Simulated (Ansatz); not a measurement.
# W(100) with 4 thermally displaced layers, 2x2: scattering by thermal displacements, part 2 of 2

Aim: the resistivity of W at 180 K from frozen thermal displacements between perfect leads.

Ansatz 0.2.0; Ansatz plane-wave DFT, PBE, PAW files; ballistic transport by layer matching (Landauer), zero bias; PAW set soft_1.

So far, open channels per spin nearest the Fermi level: step 2 (with 4 displaced layers) 5.66.

### Step 3. With 8 displaced layers

Each atom of 8 layers is moved at random, by amounts drawn from a normal law 0.0317 Å wide in each direction from the Debye model (400 K) at 180 K. A fresh draw is used; the growth of the resistance with length is what counts.

System of this step: W(100) with 8 thermally displaced layers, 2x2. The cell holds 72 atoms: 72 W. Its edges and angles: a = 6.330 Å, b = 6.330 Å, c = 28.483 Å, α = 90.0°, β = 90.0°, γ = 90.0°. It derives from W. Regions: lead, 40 atoms (40 W); scattering region, 32 atoms (32 W). The structure is stacked along c, and the current runs across the ab planes.

input.yaml

```yaml
crystal:
  lattice:
    - [6.3296, 0.0, 0.0]
    - [0.0, 6.3296, 0.0]
    - [0.0, 0.0, 28.4832]
  atoms:
    - { symbol: W, position: [0.0, 0.0, 0.0277777778] }
    - { symbol: W, position: [0.0, 0.5, 0.0277777778] }
    - { symbol: W, position: [0.5, 0.0, 0.0277777778] }
    - { symbol: W, position: [0.5, 0.5, 0.0277777778] }
    - { symbol: W, position: [0.25, 0.25, 0.0833333333] }
    - { symbol: W, position: [0.25, 0.75, 0.0833333333] }
    - { symbol: W, position: [0.75, 0.25, 0.0833333333] }
    - { symbol: W, position: [0.75, 0.75, 0.0833333333] }
    - { symbol: W, position: [0.0, 0.0, 0.1388888889] }
    - { symbol: W, position: [0.0, 0.5, 0.1388888889] }
    - { symbol: W, position: [0.5, 0.0, 0.1388888889] }
    - { symbol: W, position: [0.5, 0.5, 0.1388888889] }
    - { symbol: W, position: [0.25, 0.25, 0.1944444444] }
    - { symbol: W, position: [0.25, 0.75, 0.1944444444] }
    - { symbol: W, position: [0.75, 0.25, 0.1944444444] }
    - { symbol: W, position: [0.75, 0.75, 0.1944444444] }
    - { symbol: W, position: [0.0, 0.0, 0.25] }
    - { symbol: W, position: [0.0, 0.5, 0.25] }
    - { symbol: W, position: [0.5, 0.0, 0.25] }
    - { symbol: W, position: [0.5, 0.5, 0.25] }
    - { symbol: W, position: [0.2590330215, 0.256593656, 0.3059537402] }
    - { symbol: W, position: [0.2439417424, 0.7499776679, 0.3062869841] }
    - { symbol: W, position: [0.7435404243, 0.2519810596, 0.3060344993] }
    - { symbol: W, position: [0.7534898131, 0.7440630794, 0.3048183025] }
    - { symbol: W, position: [0.9978118047, 0.9941348572, 0.3630490728] }
    - { symbol: W, position: [0.997513607, 0.5016493851, 0.3608230158] }
    - { symbol: W, position: [0.5079392028, 0.0066200146, 0.3618167773] }
    - { symbol: W, position: [0.488952061, 0.5002608624, 0.3618728578] }
    - { symbol: W, position: [0.255033654, 0.2469019429, 0.4186967078] }
    - { symbol: W, position: [0.2433796345, 0.7466832365, 0.4177084768] }
    - { symbol: W, position: [0.7502459496, 0.2600395788, 0.4168767102] }
    - { symbol: W, position: [0.7468252969, 0.7481069753, 0.415450938] }
    - { symbol: W, position: [0.9935939781, 0.0031607518, 0.4728697432] }
    - { symbol: W, position: [0.006490648, 0.4962165639, 0.474104185] }
    - { symbol: W, position: [0.498559098, 0.0078937548, 0.4717400227] }
    - { symbol: W, position: [0.4963124401, 0.5012523718, 0.4733714424] }
    - { symbol: W, position: [0.2508072684, 0.2470642806, 0.5262834231] }
    - { symbol: W, position: [0.2429730699, 0.752520347, 0.5288804922] }
    - { symbol: W, position: [0.7491762612, 0.2446133586, 0.5287505003] }
    - { symbol: W, position: [0.7435803718, 0.7464248253, 0.5284697009] }
    - { symbol: W, position: [0.9887182614, 0.0019371766, 0.5826852831] }
    - { symbol: W, position: [0.0005479056, 0.4996204483, 0.5835585243] }
    - { symbol: W, position: [0.5034804333, 0.9961976922, 0.5849165572] }
    - { symbol: W, position: [0.5036404828, 0.5042302996, 0.5846311967] }
    - { symbol: W, position: [0.2539488031, 0.2542320345, 0.6389731135] }
    - { symbol: W, position: [0.2428464534, 0.749322912, 0.6380315142] }
    - { symbol: W, position: [0.7428666695, 0.2512958284, 0.6382554248] }
    - { symbol: W, position: [0.7448367753, 0.7447706101, 0.6391879527] }
    - { symbol: W, position: [0.0017983064, 0.006630526, 0.6944289411] }
    - { symbol: W, position: [0.0052235673, 0.5070306634, 0.6957259313] }
    - { symbol: W, position: [0.4881408595, 0.0061603639, 0.6948228409] }
    - { symbol: W, position: [0.5021247012, 0.5018612569, 0.6948709032] }
    - { symbol: W, position: [0.25, 0.25, 0.75] }
    - { symbol: W, position: [0.25, 0.75, 0.75] }
    - { symbol: W, position: [0.75, 0.25, 0.75] }
    - { symbol: W, position: [0.75, 0.75, 0.75] }
    - { symbol: W, position: [0.0, 0.0, 0.8055555556] }
    - { symbol: W, position: [0.0, 0.5, 0.8055555556] }
    - { symbol: W, position: [0.5, 0.0, 0.8055555556] }
    - { symbol: W, position: [0.5, 0.5, 0.8055555556] }
    - { symbol: W, position: [0.25, 0.25, 0.8611111111] }
    - { symbol: W, position: [0.25, 0.75, 0.8611111111] }
    - { symbol: W, position: [0.75, 0.25, 0.8611111111] }
    - { symbol: W, position: [0.75, 0.75, 0.8611111111] }
    - { symbol: W, position: [0.0, 0.0, 0.9166666667] }
    - { symbol: W, position: [0.0, 0.5, 0.9166666667] }
    - { symbol: W, position: [0.5, 0.0, 0.9166666667] }
    - { symbol: W, position: [0.5, 0.5, 0.9166666667] }
    - { symbol: W, position: [0.25, 0.25, 0.9722222222] }
    - { symbol: W, position: [0.25, 0.75, 0.9722222222] }
    - { symbol: W, position: [0.75, 0.25, 0.9722222222] }
    - { symbol: W, position: [0.75, 0.75, 0.9722222222] }
kpoints:
  mp_grid: { grid: [4, 4, 1] }
hamiltonian:
  xc: pbe
  pseudopotentials: { kind: paw, azcp: { folder: soft_1 } }
scf:
  occupations: { method: fermi_dirac, width: 0.1 }
output:
  transmission: { leads: [[0, 4]], kmesh: [8, 8], e_range: [-0.05, 0.05], de: 0.05 }
  write_potential: true
  write_density: true
  volumetric_format: npy
```

Command:

```sh
$ ansatz run input.yaml --threads 4 --pin off --max-ram 15360MiB --backend cpu --events-out ev --progress --plain --runs-dir out
```

Numbers of over 12 decimals in the logs are rounded to 6 here.

Log:

```text
[...]
Crystal: 72 atoms, lattice volume = 1141.146 Å³
Basis set: ecut = 420 eV, 22299 PW (Γ)
Bands: 605, of which v1, the nominal top of the filled ones, is band 504 counted from 1 (503 counted from 0)
Symmetry: 1 space group operations
[...]
k-points: 10 of 16 (time reversal used)
[...]
SCF iter   1: F=—  HF=-747799.304811 eV  |F-HF|=—  |Δ(HF+E_count)|=         —  Δρ=6.30e-2  dr2=3.92e1  ethr=3.10e-3  ⟨swp⟩=5.3  Hψ=21866  notcnv=0
[...]
SCF iter   8: F=-747785.583788 eV  HF=-747785.583788 eV  |F-HF|=6.52e-9  |Δ(HF+E_count)|=   4.42e-9  Δρ=5.13e-7  dr2=8.00e-9  ethr=9.92e-12  ⟨swp⟩=6.5  Hψ=12926  notcnv=0
SCF 1 converged in 8 iterations: F = -747785.583788 eV  dr2 = 8.00e-9
[...]
transmission: 123 of 1224 steps passed
transmission: 249 of 1224 steps passed
[...]
transmission: 1224 of 1224 steps passed
SCF converged after 8 iterations
Free energy (F): -747785.583788 eV
[...]
Internal energy: -747784.342448 eV  (E = F + TS)
E sigma→0 (E₀):  -747784.963118 eV
Entropy (-TS):   -1.241339 eV (-17.241 meV/atom)
Fermi energy:    22.428363 eV
[...]
--- Band table (eV; the first three rows and the last of 10) ---
  k-point 0: bands = [... 500 lower, 22.3552, 22.3561, 22.3721, 22.3824, 22.4032, 22.4104, 22.4291, 22.4364, ... 97 higher]
  k-point 1: bands = [... 500 lower, 22.3121, 22.3249, 22.3355, 22.3503, 22.3634, 22.3842, 22.4560, 22.4685, ... 97 higher]
  k-point 2: bands = [... 500 lower, 22.4682, 22.4787, 22.5131, 22.5353, 22.5608, 22.5746, 22.6112, 22.6233, ... 97 higher]
  k-point 9: bands = [... 500 lower, 21.6922, 21.7111, 21.7652, 21.7893, 22.5088, 22.5329, 22.5582, 22.5710, ... 97 higher]
--- Transmission ---
  basis      : 349 plane waves across, 36 finite elements along
  points     : 34, standing for a mesh of 8 x 8
[...]
channels       : 5.031250e0 a spin
[...]
slowest decay  : 0.0389 /Å at (0.5000, 0.5000)
  junction   : crystal 0 to crystal 0, 0.70 to 27.60 Å
    transmission   : 4.595919e0 a spin
[...]
```

The job ended after 24 min (4 threads of Arm Neoverse V1, shared host; peak memory 8.1 GiB; 82 min of CPU time).

Numbers from this step:

```
free energy                                    : -747785.5838 eV
energy at zero smearing                        : -747784.9631 eV
Fermi energy                                   : 22.43 eV
transmission per spin nearest the Fermi level  : 4.596
open channels per spin nearest the Fermi level : 5.031
step of the lead's potential                   : 2 meV
```

Per spin. Table of transmission, zone mean by energy, zero at the Fermi level:

```tsv
energy (eV)	transmission, zone mean
-0.0500	4.37
0.0000	4.60
0.0500	5.05
```

Over the solved energies the transmission per spin lies between 4.37 and 5.05, out of 5.11 channels of the lead on average (up to 5.66).

### Step 4. With 12 displaced layers

Each atom of 12 layers is moved at random, by amounts drawn from a normal law 0.0317 Å wide in each direction from the Debye model (400 K) at 180 K. A fresh draw is used; the growth of the resistance with length is what counts.

System of this step: W(100) with 12 thermally displaced layers, 2x2. The cell holds 88 atoms: 88 W. Its edges and angles: a = 6.330 Å, b = 6.330 Å, c = 34.813 Å, α = 90.0°, β = 90.0°, γ = 90.0°. It derives from W. Regions: lead, 40 atoms (40 W); scattering region, 48 atoms (48 W). The structure is stacked along c, and the current runs across the ab planes.

input.yaml

```yaml
crystal:
  lattice:
    - [6.3296, 0.0, 0.0]
    - [0.0, 6.3296, 0.0]
    - [0.0, 0.0, 34.8128]
  atoms:
    - { symbol: W, position: [0.0, 0.0, 0.0227272727] }
    - { symbol: W, position: [0.0, 0.5, 0.0227272727] }
    - { symbol: W, position: [0.5, 0.0, 0.0227272727] }
    - { symbol: W, position: [0.5, 0.5, 0.0227272727] }
    - { symbol: W, position: [0.25, 0.25, 0.0681818182] }
    - { symbol: W, position: [0.25, 0.75, 0.0681818182] }
    - { symbol: W, position: [0.75, 0.25, 0.0681818182] }
    - { symbol: W, position: [0.75, 0.75, 0.0681818182] }
    - { symbol: W, position: [0.0, 0.0, 0.1136363636] }
    - { symbol: W, position: [0.0, 0.5, 0.1136363636] }
    - { symbol: W, position: [0.5, 0.0, 0.1136363636] }
    - { symbol: W, position: [0.5, 0.5, 0.1136363636] }
    - { symbol: W, position: [0.25, 0.25, 0.1590909091] }
    - { symbol: W, position: [0.25, 0.75, 0.1590909091] }
    - { symbol: W, position: [0.75, 0.25, 0.1590909091] }
    - { symbol: W, position: [0.75, 0.75, 0.1590909091] }
    - { symbol: W, position: [0.0, 0.0, 0.2045454545] }
    - { symbol: W, position: [0.0, 0.5, 0.2045454545] }
    - { symbol: W, position: [0.5, 0.0, 0.2045454545] }
    - { symbol: W, position: [0.5, 0.5, 0.2045454545] }
    - { symbol: W, position: [0.2516014763, 0.2482004835, 0.2482664722] }
    - { symbol: W, position: [0.2494539243, 0.7459702561, 0.2509846753] }
    - { symbol: W, position: [0.748552185, 0.250418528, 0.2492255005] }
    - { symbol: W, position: [0.7474398454, 0.7499421756, 0.2486459343] }
    - { symbol: W, position: [0.0015075725, 0.9994681758, 0.2943736451] }
    - { symbol: W, position: [0.9879757605, 0.5025723364, 0.2951832683] }
    - { symbol: W, position: [0.4973426483, 0.9988159699, 0.2971104421] }
    - { symbol: W, position: [0.4997503083, 0.5004342909, 0.2940989321] }
    - { symbol: W, position: [0.2582594146, 0.2546000934, 0.3418817071] }
    - { symbol: W, position: [0.2502390211, 0.754595916, 0.3412472455] }
    - { symbol: W, position: [0.7530744022, 0.2492369362, 0.3395654969] }
    - { symbol: W, position: [0.7551584611, 0.7402985159, 0.340690365] }
    - { symbol: W, position: [0.9989745669, 0.9947713167, 0.3869225585] }
    - { symbol: W, position: [0.9989955887, 0.4978096333, 0.3868375233] }
    - { symbol: W, position: [0.4976105321, 0.0069640559, 0.3866840223] }
    - { symbol: W, position: [0.4976217933, 0.4902518609, 0.3851714906] }
    - { symbol: W, position: [0.2554491429, 0.2497462818, 0.4315600854] }
    - { symbol: W, position: [0.2582389209, 0.7435690642, 0.4312842971] }
    - { symbol: W, position: [0.7476305439, 0.2529397729, 0.4312133042] }
    - { symbol: W, position: [0.7469244508, 0.7419521157, 0.4324830556] }
    - { symbol: W, position: [0.0040418146, 0.9976115463, 0.4774216277] }
    - { symbol: W, position: [0.9935189419, 0.4976344272, 0.4785288652] }
    - { symbol: W, position: [0.5006805256, 0.0115836807, 0.4765551236] }
    - { symbol: W, position: [0.5029094251, 0.4990197745, 0.4777885259] }
    - { symbol: W, position: [0.2499638437, 0.2471862697, 0.5219363546] }
    - { symbol: W, position: [0.2653724688, 0.749612208, 0.520888888] }
    - { symbol: W, position: [0.7467480518, 0.2533995498, 0.5222714658] }
    - { symbol: W, position: [0.7568209936, 0.7550258159, 0.5225884011] }
    - { symbol: W, position: [0.9976324077, 0.9949621373, 0.5675437298] }
    - { symbol: W, position: [0.9926139678, 0.5060385918, 0.5696318986] }
    - { symbol: W, position: [0.4937019857, 0.994075288, 0.5665696455] }
    - { symbol: W, position: [0.4951674359, 0.4844254751, 0.5671405185] }
    - { symbol: W, position: [0.2565024634, 0.24826687, 0.6144154013] }
    - { symbol: W, position: [0.2475484111, 0.7588276187, 0.6138179704] }
    - { symbol: W, position: [0.7480847202, 0.2627973218, 0.6133405756] }
    - { symbol: W, position: [0.7438770408, 0.7510123346, 0.6136009617] }
    - { symbol: W, position: [0.0053463289, 0.9953791197, 0.6598244878] }
    - { symbol: W, position: [0.004275503, 0.4966523552, 0.6592397221] }
    - { symbol: W, position: [0.4958347829, 0.0117613925, 0.6584490166] }
    - { symbol: W, position: [0.4977283792, 0.4946561104, 0.6587753855] }
    - { symbol: W, position: [0.2499705388, 0.2538495346, 0.7039889359] }
    - { symbol: W, position: [0.2490685681, 0.7428980177, 0.703791196] }
    - { symbol: W, position: [0.7638170444, 0.2552205762, 0.7038331096] }
    - { symbol: W, position: [0.7432945691, 0.7451086311, 0.7045256812] }
    - { symbol: W, position: [0.0001741179, 0.9962679312, 0.7488271607] }
    - { symbol: W, position: [0.0071315092, 0.5022646567, 0.7496585444] }
    - { symbol: W, position: [0.4988936507, 0.9973450447, 0.7473235055] }
    - { symbol: W, position: [0.5005799043, 0.4946325136, 0.7490859545] }
    - { symbol: W, position: [0.25, 0.25, 0.7954545455] }
    - { symbol: W, position: [0.25, 0.75, 0.7954545455] }
    - { symbol: W, position: [0.75, 0.25, 0.7954545455] }
    - { symbol: W, position: [0.75, 0.75, 0.7954545455] }
    - { symbol: W, position: [0.0, 0.0, 0.8409090909] }
    - { symbol: W, position: [0.0, 0.5, 0.8409090909] }
    - { symbol: W, position: [0.5, 0.0, 0.8409090909] }
    - { symbol: W, position: [0.5, 0.5, 0.8409090909] }
    - { symbol: W, position: [0.25, 0.25, 0.8863636364] }
    - { symbol: W, position: [0.25, 0.75, 0.8863636364] }
    - { symbol: W, position: [0.75, 0.25, 0.8863636364] }
    - { symbol: W, position: [0.75, 0.75, 0.8863636364] }
    - { symbol: W, position: [0.0, 0.0, 0.9318181818] }
    - { symbol: W, position: [0.0, 0.5, 0.9318181818] }
    - { symbol: W, position: [0.5, 0.0, 0.9318181818] }
    - { symbol: W, position: [0.5, 0.5, 0.9318181818] }
    - { symbol: W, position: [0.25, 0.25, 0.9772727273] }
    - { symbol: W, position: [0.25, 0.75, 0.9772727273] }
    - { symbol: W, position: [0.75, 0.25, 0.9772727273] }
    - { symbol: W, position: [0.75, 0.75, 0.9772727273] }
kpoints:
  mp_grid: { grid: [4, 4, 1] }
hamiltonian:
  xc: pbe
  pseudopotentials: { kind: paw, azcp: { folder: soft_1 } }
scf:
  occupations: { method: fermi_dirac, width: 0.1 }
output:
  transmission: { leads: [[0, 4]], kmesh: [8, 8], e_range: [-0.05, 0.05], de: 0.05 }
  write_potential: true
  write_density: true
  volumetric_format: npy
```

Log:

```text
[...]
Crystal: 88 atoms, lattice volume = 1394.734 Å³
Basis set: ecut = 420 eV, 27305 PW (Γ)
Bands: 740, of which v1, the nominal top of the filled ones, is band 616 counted from 1 (615 counted from 0)
Symmetry: 1 space group operations
[...]
k-points: 10 of 16 (time reversal used)
[...]
SCF iter   1: F=—  HF=-913976.446472 eV  |F-HF|=—  |Δ(HF+E_count)|=         —  Δρ=6.29e-2  dr2=4.86e1  ethr=3.10e-3  ⟨swp⟩=4.9  Hψ=27014  notcnv=0
[...]
SCF iter   8: F=-913959.672163 eV  HF=-913959.672163 eV  |F-HF|=1.43e-8  |Δ(HF+E_count)|=   8.73e-9  Δρ=5.64e-7  dr2=1.69e-8  ethr=8.12e-12  ⟨swp⟩=6.5  Hψ=16187  notcnv=0
SCF 1 converged in 8 iterations: F = -913959.672163 eV  dr2 = 1.69e-8
[...]
transmission: 190 of 1870 steps passed
transmission: 374 of 1870 steps passed
[...]
transmission: 1870 of 1870 steps passed
SCF converged after 8 iterations
Free energy (F): -913959.672163 eV
[...]
Internal energy: -913958.187404 eV  (E = F + TS)
E sigma→0 (E₀):  -913958.929784 eV
Entropy (-TS):   -1.484759 eV (-16.872 meV/atom)
Fermi energy:    22.424619 eV
[...]
--- Band table (eV; the first three rows and the last of 10) ---
  k-point 0: bands = [... 612 lower, 22.2182, 22.2267, 22.2600, 22.2668, 22.2816, 22.2963, 22.4307, 22.4819, ... 120 higher]
  k-point 1: bands = [... 612 lower, 22.3601, 22.3658, 22.3768, 22.3851, 22.3988, 22.4115, 22.4448, 22.4501, ... 120 higher]
  k-point 2: bands = [... 612 lower, 22.4376, 22.4530, 22.4653, 22.4896, 22.5165, 22.5204, 22.5388, 22.5489, ... 120 higher]
  k-point 9: bands = [... 612 lower, 21.6690, 21.7347, 21.7385, 21.8170, 22.4811, 22.5331, 22.5494, 22.5820, ... 120 higher]
--- Transmission ---
  basis      : 349 plane waves across, 55 finite elements along
  points     : 34, standing for a mesh of 8 x 8
[...]
channels       : 5.281250e0 a spin
[...]
slowest decay  : 0.0384 /Å at (0.5000, 0.5000)
  junction   : crystal 0 to crystal 0, 0.70 to 33.93 Å
    transmission   : 4.314747e0 a spin
[...]
```

Run time: 31 min. Hardware: 4 threads; peak memory 8.3 GiB; 2 h of CPU time.

This step gave:

- free energy: -913959.6722 eV
- energy at zero smearing: -913958.9298 eV
- Fermi energy: 22.42 eV
- transmission per spin nearest the Fermi level: 4.315
- open channels per spin nearest the Fermi level: 5.281
- step of the lead's potential: 3.9 meV

Per spin. Transmission, zone mean against energy, zero at the Fermi level:

```tsv
energy (eV)	transmission, zone mean
-0.0500	4.13
0.0000	4.31
0.0500	4.65
```

Over the solved energies the transmission per spin lies between 4.13 and 4.65, out of 5.20 channels of the lead on average (up to 5.66).

### Step 5. Resistance against length

This step: Ansatz plane-wave DFT, PBE, PAW files; ballistic transport by layer matching (Landauer), zero bias; resistivity from the slope of the area resistance; PAW set soft_1 (Ansatz 0.2.0).

This step gave:

| Quantity | Value |
| --- | --- |
| resistivity | 11.57 µΩ cm |
| intercept | -0.03709 fΩ m² |
| scatter about the fit | 0.009515 fΩ m² |

Resistance, by row:

```tsv
run	length (Å)	T	channels N	RA (fΩ m²)
n4	6.33	5.251	5.49	0.04288
n8	12.66	4.671	5.115	0.09595
n12	18.99	4.367	5.198	0.1894
```

The area resistance by length of the displaced region:

```tsv
length of the displaced region (Å)	area resistance (fΩ m²)
6.33	0.0429
12.66	0.0959
18.99	0.189
```

The area resistance goes from 0.043 to 0.19 fΩ m² between 6.3 and 19.0 Å, a slope of 12 µΩ cm.

By hand from the end points: (0.1894 − 0.04288) fΩ m² / (18.99 − 6.33) Å = 12 µΩ cm, since 1 fΩ m² per Å is 1000 µΩ cm.

### Step 6. Results

```json
{"resistivity from the slope": "11.6 µΩ cm", "area resistance over 6.33 Å": "0.0429 fΩ m²", "area resistance over 12.7 Å": "0.0959 fΩ m²", "area resistance over 19.0 Å": "0.189 fΩ m²"}
```

What this shows: The slope gives 12 µΩ cm. The points scatter by 0.0095 fΩ m² about the line, with one random draw a length in a 2x2 cell, so the slope is a rough value. The mean square of the displacements drawn is 0.78, 0.99 and 1.2 of the nominal one at the three lengths; with each resistance scaled back by that, the slope is 8.4 µΩ cm, the value used below. The lead's own channel count moves between the runs (5.49, 5.11 and 5.20), which shifts RA and the slope too. Read with a model of isotropic scattering on a spherical Fermi surface and the lead's 1.1×10¹⁵ S/m², this slope means a mean free path near 97 Å; over these lengths the model's slope is 1.15 times its bulk resistivity, which would be 7.3 µΩ cm. Uncorrelated displacements put too much weight on short waves, which scatter strongly; with the sideways repeat of a small cell, one draw and three short lengths, the method is good to a factor of two or three. Spin-orbit coupling is left out, which matters for W.

[Logs are printed without paths, hosts, clocks, repeated set-up lines and the standing remarks that a program may print on its own settings, such as how far it seeks lower states.]

[Hosts, paths, dates, database ids (printed as entryN), source tags and the programs' standing remarks are cut or masked in the printed files.]
